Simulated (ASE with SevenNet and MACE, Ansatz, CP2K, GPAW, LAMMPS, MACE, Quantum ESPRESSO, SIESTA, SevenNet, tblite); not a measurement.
## Running glassy 48SiO2-36B2O3-8MgO-8CaO (mol %) (89 atoms) with machine-learned potentials

Wanted: machine-learned potentials inputs and outputs for glassy 48SiO2-36B2O3-8MgO-8CaO (mol %) (89 atoms), checked against a plane-wave reference.

Method: the method is named at each step, in ASE with SevenNet and MACE.

## 1. Set-up

The cell holds 89 atoms: 12 Si, 18 B, 2 Mg, 2 Ca and 55 O. Its edges and angles: a = 10.205 Å, b = 10.205 Å, c = 10.205 Å, α = 90.0°, β = 90.0°, γ = 90.0°. 89 atoms (12 Si, 18 B, 2 Mg, 2 Ca, 55 O) placed at random at 2.19 g/cm³, melted at 3000 K for 20 ps at fixed volume with the Buckingham and Coulomb pair potential of Guillot and Sator (Geochim. Cosmochim. Acta 71, 1249 (2007)) with the boron terms of Wang et al. (J. Non-Cryst. Solids 498, 294 (2018)). Quenched from 3000 K to 300 K at 50 K/ps and fixed volume, held 10 ps at zero pressure.

The yardstick, on the same geometry:

| Quantity | Value |
| --- | --- |
| method | Kohn-Sham DFT, PBE, SSSP efficiency 1.3.0 pseudopotentials, plane waves (Quantum ESPRESSO 7.5); sssp-pbe-1.3.0-efficiency, cutoffs 60/480 Ry, Γ point |
| r.m.s. force component | 1.261 eV/Å |
| longest force | 6.226 eV/Å |
| pressure | -1.9 GPa |
| gap (highest filled to lowest empty level) | 2.818 eV |
| time | 2.7 min on 4 MPI ranks of Arm Neoverse V1, shared host |
| CPU time | 11 min |

## 2. SevenNet 0 potential

Method: machine-learned interatomic potential SevenNet 0, trained on PBE(+U) plane-wave data.

Input file run.py:

```python
import numpy as np
from ase.io import read
import mlip  # loads the published weights by name

atoms = read("structure.xyz")
atoms.calc = mlip.calc("7net-0")
energy = atoms.get_potential_energy()
forces = atoms.get_forces()
print(f"energy {energy:.6f} eV")
print("forces (eV/A)")
for i, (a, f) in enumerate(zip(atoms, forces)):
    print(f"{i:4d} {a.symbol:2s} {f[0]:10.5f} {f[1]:10.5f} {f[2]:10.5f}")
stress = -atoms.get_stress(voigt=False) * 160.21766
print("stress (GPa, compression positive)")
for row in stress:
    print(" ".join(f"{x:10.4f}" for x in row))
```

Input file structure.xyz:

```xyz
89
Lattice="10.20454 0.00000 0.00000 0.00000 10.20454 0.00000 0.00000 0.00000 10.20454" Properties=species:S:1:pos:R:3 pbc="T T T"
Si 2.30347 5.06166 2.53052
Si 8.75550 0.19654 8.58569
Si 3.98610 1.29547 1.35435
Si 5.51586 9.12561 7.12787
Si 2.47613 10.12392 7.50462
Si 5.19391 8.85979 0.03663
Si 8.75213 3.27239 1.59272
Si 9.24184 4.38305 6.26508
Si 8.59304 6.23314 2.43950
Si 5.44524 2.29204 4.06712
Si 3.90926 2.55144 6.87184
Si 0.03806 6.71908 5.15891
B 6.03292 7.77341 2.68308
B 7.02532 10.15535 3.45628
B 2.08724 0.40645 3.11289
B 0.73013 3.63394 9.72636
B 8.83142 8.93693 6.31743
B 1.81110 8.98591 5.15574
B 4.22386 4.97512 8.14628
B 0.62299 2.70573 3.25617
B 8.26619 0.66891 1.19026
B 0.72758 7.22665 1.21352
B 5.33891 6.62969 6.33712
B 7.83137 5.13492 8.71447
B 4.02100 6.62642 4.13712
B 2.41552 8.76978 9.97943
B 3.34637 4.02334 0.22889
B 6.78439 4.62725 4.86348
B 0.01378 2.30194 7.50034
B 6.49162 1.53037 7.17685
Mg 8.34068 1.70508 5.05472
Mg 7.88464 7.14420 7.43033
Ca 5.95159 2.33061 9.97504
Ca 5.97762 5.71964 0.78453
O 6.04986 5.61342 5.55627
O 9.67166 2.83135 6.34100
O 3.52740 4.53980 1.55721
O 6.16773 3.76497 3.93263
O 2.72594 1.52078 7.28972
O 9.65656 6.32865 3.68057
O 4.20999 7.04899 5.49433
O 5.05023 0.22960 0.67156
O 1.50048 9.57267 6.35743
O 2.42011 9.68401 4.10294
O 8.19618 4.51357 5.02023
O 2.68053 0.49808 1.84865
O 5.86955 9.04694 8.79233
O 1.31557 7.69330 4.94553
O 7.32584 4.10406 9.48022
O 2.15642 9.76860 9.05224
O 5.96823 8.09240 1.25506
O 8.02842 0.04878 2.40592
O 3.66333 4.11304 7.22583
O 3.04422 5.70148 3.87201
O 7.83066 2.02948 1.09791
O 8.70427 9.97820 5.40963
[... 29 atom lines left out ...]
O 6.17701 0.26664 6.49621
O 5.25299 2.07897 7.72800
O 9.57288 6.99582 1.22740
O 8.66896 8.99530 7.69555
```

Command:

```console
$ OMP_NUM_THREADS=1 python run.py > output.txt
```

Output:

```text
energy -683.445679 eV
forces (eV/A)
   0 Si    1.44962    1.36893   -0.13393
   1 Si   -3.32788    2.27907    0.31099
   2 Si   -1.00889    0.40895    0.80333
   3 Si   -1.26949    3.66342    1.68987
   4 Si    3.04317   -0.41527   -0.30573
   5 Si    0.35499    1.26201    0.95696
   6 Si    2.82701    0.15791   -2.12018
   7 Si   -1.50921    1.08555   -0.39164
   8 Si    2.84826    2.97861    0.05402
   9 Si    0.77161    0.10273    0.19599
  10 Si    2.43757   -0.45673   -0.73252
  11 Si    0.11584    1.25546   -1.77485
  12 B    -0.14246    1.75061    1.94273
  13 B    -0.95650   -2.88097   -2.80481
  14 B     0.13686    1.01370    0.90069
  15 B     0.97913   -0.88637    0.81701
  16 B     0.19031    4.39193   -4.36054
  17 B    -0.74828   -0.45459   -1.10211
  18 B     1.29097    0.86499   -1.74265
  19 B     1.42078   -0.91985   -2.15541
  20 B    -1.12216   -0.51041    1.43468
  21 B     0.60075   -0.90022   -0.43580
  22 B    -2.16651   -2.16444   -1.55792
  23 B    -2.74301    0.32750    4.15993
[...]
81 O     0.02965    0.06312   -0.37028
  82 O    -0.03918    0.18576   -0.46639
  83 O     0.06973    0.06370   -1.65380
  84 O    -0.98315   -1.12182   -0.45805
  85 O    -0.34714   -1.52059    0.14754
  86 O    -0.85586    0.53328    0.93854
  87 O    -1.34847    0.28701    0.83491
  88 O     0.30993    0.13204    1.54259
stress (GPa, compression positive)
   -0.6317    -0.1145     1.3356
   -0.1145    -1.1666     1.8162
    1.3356     1.8162    -3.0117
```

Elapsed: 9.1 s, on 1 thread of Arm Neoverse V1, shared host; peak memory 1 GiB.

Banners, paths, timers and routine set-up lines are dropped from the logs unmarked, and long logs keep their key lines alone; longer cuts are marked.

Numbers from this run, and their distance from the reference:

- r.m.s. force component: 1.203 eV/Å
- r.m.s. difference of force components: 170.9 meV/Å
- longest difference of force vectors: 770.3 meV/Å
- force difference over r.m.s. force: 13.55 %
- slope of forces against the reference's: 0.9457
- correlation of force components: 0.9915
- pressure: -1.603 GPa
- pressure difference: 0.297 GPa

Length of the force difference by element (eV/Å):

```
element  atoms  mean  most
      B     18  0.28  0.77
     Ca      2  0.27  0.46
     Mg      2  0.34  0.55
      O     55  0.24  0.56
     Si     12  0.33  0.67
```

The surroundings of B17, which bears the longest force, nearest first, numbered as they follow in the input and with coordinates relative to it.

| atom | x | y | z | distance (Å) | bonds | Fx | Fy | Fz (eV/Å) |
| --- | --- | --- | --- | --- | --- | --- | --- | --- |
| B17 | 0.00 | 0.00 | 0.00 | 0.00 | 3 | 0.19 | 4.39 | -4.36 |
| O56 | -0.13 | 1.04 | -0.91 | 1.39 | 2 | 0.82 | -1.88 | 1.96 |
| O89 | -0.16 | 0.06 | 1.38 | 1.39 | 3 | 0.31 | 0.13 | 1.54 |
| O69 | 0.22 | -1.31 | -0.43 | 1.39 | 3 | 0.30 | -1.24 | 0.40 |
| Mg32 | -0.95 | -1.79 | 1.11 | 2.31 | 5 | -0.86 | -0.67 | 0.67 |
| Si2 | -0.08 | 1.46 | 2.27 | 2.70 | 4 | -3.33 | 2.28 | 0.31 |
| Si12 | 1.41 | -2.22 | -1.16 | 2.87 | 4 | 0.12 | 1.26 | -1.77 |
| O77 | -2.67 | -1.14 | 0.25 | 2.92 | 3 | 1.53 | -0.70 | -0.12 |
| O43 | 2.87 | 0.64 | 0.04 | 2.94 | 2 | -0.45 | -0.13 | 0.06 |

Atoms are counted from 1 here, from 0 in the log.

Forces lie 14 % from the reference's, at 0.014 times its CPU time (on 1 against 4 cores).

## 3. SevenNet l3i5 potential

Method: machine-learned interatomic potential SevenNet l3i5, trained on PBE(+U) plane-wave data.

Changes to run.py since step 2:

```diff
@@ -5,3 +5,3 @@
 atoms = read("structure.xyz")
-atoms.calc = mlip.calc("7net-0")
+atoms.calc = mlip.calc("7net-l3i5")
 energy = atoms.get_potential_energy()
```

structure.xyz is that of step 2.

Output:

```text
energy -683.197876 eV
forces (eV/A)
   0 Si    1.49174    1.44235   -0.29906
   1 Si   -3.39356    2.28223    0.15197
   2 Si   -1.21096    0.39637    0.99013
   3 Si   -1.21100    3.50998    1.65630
   4 Si    3.00679   -0.40822   -0.28235
   5 Si    0.34091    1.34304    0.87371
   6 Si    2.91211    0.09957   -2.17188
   7 Si   -1.52798    1.05236   -0.29714
   8 Si    2.95888    3.05814    0.06227
   9 Si    0.89199    0.10376    0.42675
  10 Si    2.49051   -0.51039   -0.87712
  11 Si    0.10540    1.01598   -1.63968
  12 B    -0.09854    1.81043    2.08798
  13 B    -0.99538   -2.76316   -2.59641
  14 B     0.23145    0.91391    0.88818
  15 B     0.97557   -0.84216    0.74914
  16 B     0.42156    4.29137   -4.32546
  17 B    -0.72587   -0.42031   -0.79361
  18 B     1.32651    0.86752   -1.80472
  19 B     1.48451   -0.88378   -2.30885
  20 B    -1.10810   -0.56334    1.40399
  21 B     0.53726   -0.88520   -0.38043
  22 B    -2.12094   -2.27942   -1.67752
  23 B    -2.53036    0.19339    3.86515
[...]
81 O    -0.01316    0.14528   -0.44084
  82 O    -0.07545    0.10469   -0.42098
  83 O    -0.01702    0.07678   -1.38554
  84 O    -1.06337   -1.17503   -0.45983
  85 O    -0.38625   -1.68595    0.05334
  86 O    -0.94139    0.54212    1.19478
  87 O    -1.26623    0.24999    0.89503
  88 O     0.28010    0.10291    1.53078
stress (GPa, compression positive)
   -0.4090     0.0989     1.2364
    0.0989    -0.9876     1.6762
    1.2364     1.6762    -3.0328
```

Elapsed: 11 s, on 1 thread; peak memory 1.7 GiB.

Against the reference:

```
r.m.s. force component                  : 1.2 eV/Å
r.m.s. difference of force components   : 119.6 meV/Å
longest difference of force vectors     : 518.6 meV/Å
force difference over r.m.s. force      : 9.486 %
slope of forces against the reference's : 0.9481
correlation of force components         : 0.9965
pressure                                : -1.476 GPa
pressure difference                     : 0.4238 GPa
```

Against the first run (14 %), the force difference from the reference is 9.5 %, at 1.3 times the CPU time.

## 4. MACE MPA-0 medium potential

Method: machine-learned interatomic potential MACE MPA-0 medium, trained on PBE(+U) plane-wave data.

Changes to run.py since step 3:

```diff
@@ -5,3 +5,3 @@
 atoms = read("structure.xyz")
-atoms.calc = mlip.calc("7net-l3i5")
+atoms.calc = mlip.calc("mace-mpa-0-medium")
 energy = atoms.get_potential_energy()
```

structure.xyz is that of step 3.

Output:

```text
energy -683.309340 eV
forces (eV/A)
   0 Si    1.66842    1.44195   -0.09757
   1 Si   -3.33095    2.19699    0.28909
   2 Si   -1.24628    0.37921    0.70317
   3 Si   -1.22845    3.47215    1.89619
   4 Si    3.11092   -0.27316   -0.35786
   5 Si    0.32390    1.30084    0.83747
   6 Si    2.82244    0.48084   -2.13997
   7 Si   -1.52284    0.96502   -0.27399
   8 Si    2.86347    3.13825   -0.04332
   9 Si    0.78161    0.09765    0.25905
  10 Si    2.39948   -0.45814   -0.82593
  11 Si    0.17545    1.22038   -1.79624
  12 B    -0.13180    1.74573    2.03221
  13 B    -1.12986   -2.93669   -2.87589
  14 B     0.19783    1.01385    0.86235
  15 B     1.23137   -0.88288    0.86483
  16 B     0.48819    4.19801   -4.25984
  17 B    -0.84800   -0.50675   -1.08219
  18 B     1.23138    0.76452   -1.84458
  19 B     1.51595   -1.02952   -2.39654
  20 B    -1.05974   -0.79453    1.59346
  21 B     0.42680   -0.81008   -0.51804
  22 B    -2.11040   -2.13339   -1.49157
  23 B    -2.50793    0.21526    3.91602
[...]
81 O    -0.04687    0.08536   -0.43320
  82 O    -0.01114    0.07575   -0.41586
  83 O     0.00691    0.21203   -1.52105
  84 O    -1.05928   -1.24065   -0.45683
  85 O    -0.27819   -1.60033    0.05655
  86 O    -0.78109    0.41843    1.09791
  87 O    -1.27559    0.30636    0.85343
  88 O     0.24117    0.04310    1.50155
stress (GPa, compression positive)
   -0.1678     0.0615     1.3448
    0.0615    -0.6325     1.8601
    1.3448     1.8601    -2.7904
```

Elapsed: 9.3 s, on 1 thread; peak memory 1.1 GiB.

Compared with the plane-wave run:

| Property | Result |
| --- | --- |
| r.m.s. force component | 1.205 eV/Å |
| r.m.s. difference of force components | 151.1 meV/Å |
| longest difference of force vectors | 659.5 meV/Å |
| force difference over r.m.s. force | 11.98 % |
| slope of forces against the reference's | 0.9492 |
| correlation of force components | 0.9935 |
| pressure | -1.197 GPa |
| pressure difference | 0.7034 GPa |

Against the first run (14 %), the force difference from the reference is 12 %, at 1.0 times the CPU time.

## 5. All runs compared

Differences are against the plane-wave reference, forces as r.m.s. over components; share is that over the reference's r.m.s. force, slope the least-squares factor from reference forces to these. Total energies of different programs have different zeros and aren't compared.

```
                        run  Δ force, r.m.s. (meV/Å)  share (%)  slope  Δ pressure (GPa)  cores  CPU time  memory (GiB)
                  reference                        -          -      -                 -      4    11 min           3.0
       SevenNet 0 potential                      171       13.5  0.946             0.297      1     9.1 s           1.0
    SevenNet l3i5 potential                      120       9.49  0.948             0.424      1      11 s           1.7
MACE MPA-0 medium potential                      151       12.0  0.949             0.703      1     9.3 s           1.1
```

Times of the machine-learned potentials are mostly Python's start and the loading of weights.

CPU time is summed over cores on a shared host, where runs went side by side, so it is rough. Symmetry, cutoffs, thresholds, outputs and thread counts weren't matched or tuned between programs; memory under MPI is the largest rank's times the ranks.

## 6. Summary of results

```yaml
nearest_in_forces: SevenNet l3i5 potential, 9.5 %
its_cpu_time: 11 s
```

**Reading.** Machine-learned potentials differ by 9.5 % (SevenNet l3i5 potential) to 14 % (SevenNet 0 potential); they were trained on other programs' data. The reference's pressure holds the uncorrected Pulay stress of its 60 Ry basis, so small pressure differences, and their order, may be the reference's own error. Machine-learned potentials mimic data converged in k, so the reference's own k-point error enters their differences. The quench rate of 50 K/ps is many orders above laboratory rates, so the cell is likely richer in defects and strain than a real sample. The network of bonds at the start is that of the classical potential that made the cell, and needn't be the one that DFT or experiment would give. The electronic-structure runs sample only Γ, in a cell whose shortest periodic width is 10 Å.

[Also dropped from logs without a mark: logging warnings of Python, and SIESTA's first energy breakdown and zero terms.]

[Logs are printed without paths, hosts, clocks, repeated set-up lines and the standing remarks that a program may print on its own settings, such as how far it seeks lower states.]

[Hosts, paths, dates, database ids (printed as entryN), source tags and the programs' standing remarks are cut or masked in the printed files.]
